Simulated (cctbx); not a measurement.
**Which space group?**

Cell: a = 9.4040 Å, b = 9.4040 Å, c = 7.2740 Å, α = 90.00°, β = 90.00°, γ = 120.00°. Expected content of the cell: Ba6 Ag6 As8 Al2.

The data are simulated with cctbx, not measured: Ag Kα, λ = 0.56087 Å, to d = 0.65 Å, 80 % of the full sphere, strongest reflection 5000 counts, noise from counting, a 4 % proportional error and a noise floor of 4 counts (s.d.); no absorption, some extinction.

Tests on the unmerged data give:

```text
6818 reflections to d = 0.651 A
centring   violations  <I/sigma> of those
    A       2204 of  3411      7.0
    B       2209 of  3389      7.1
    C       2321 of  3420      7.4
    I       2241 of  3427      7.1
    R       2891 of  4565      6.8
    F       3367 of  5110      7.2
Laue class    unique    Rint  (classes that these axes allow; Friedel mates merged)
P -1             4077   0.051
P 1 1 2/m        2261   0.059
P -3             1424   0.064
P -3 1 m          783   0.067
P -3 m 1          826   0.067
P 6/m             765   0.067
P 6/m m m         475   0.068
space group    extra absences  I>4sigma  <I/sigma>
P 6 2 2                 0          0         -  acentric
P 63 2 2                9          0      -0.4  acentric
P 6 m m                 0          0         -  acentric
P 63 m c              285          0       0.1  acentric
P -6 m 2                0          0         -  acentric
P -6 2 m                0          0         -  acentric
P -6 2 c              285          0       0.1  acentric
P 6/m m m               0          0         -  centric
P 63/m m c            285          0       0.1  centric
Wilson B = 0.79 A^2   <|E^2-1|> = 0.818 (0.968 centric, 0.736 acentric)   E^2>4: 1.1 %
shell (A)         n   <I/sigma>
 8.14 - 1.30     77     31.6
 1.30 - 1.03     59     30.4
 1.03 - 0.90     62     27.8
 0.90 - 0.82     56     28.0
 0.82 - 0.76     58     22.7
 0.76 - 0.72     53     20.9
 0.72 - 0.68     50     21.9
 0.68 - 0.65     60     16.4
```

**Question.** What are the lattice type, the Laue class and the likely space group?

Every centring test has many violations, so the lattice is primitive.

Rint stays low (0.051 to 0.068) up to P 6/m m m, the highest class in these axes.

9 settings pass the absence test. The most absences obeyed, 285, belong to P 63 m c, P -6 2 c and P 63/m m c, which absences can't tell apart.

⟨|E²−1|⟩ = 0.818 lies between the two ideal values. The Wilson B of 0.79 Å² means U ≈ 0.0100 Å².

The true group is P6_3mc (no. 186), Laue class 6/mmm, non-centrosymmetric. The tables only narrow the choice to the tied entries; cell content, site symmetry and trial solutions must settle it.

The model is made up (kin elements in a known structure type, no relaxation), so it says nothing on whether the phase exists.

[Logs are printed without paths, hosts, clocks, repeated set-up lines and the standing remarks that a program may print on its own settings, such as how far it seeks lower states.]
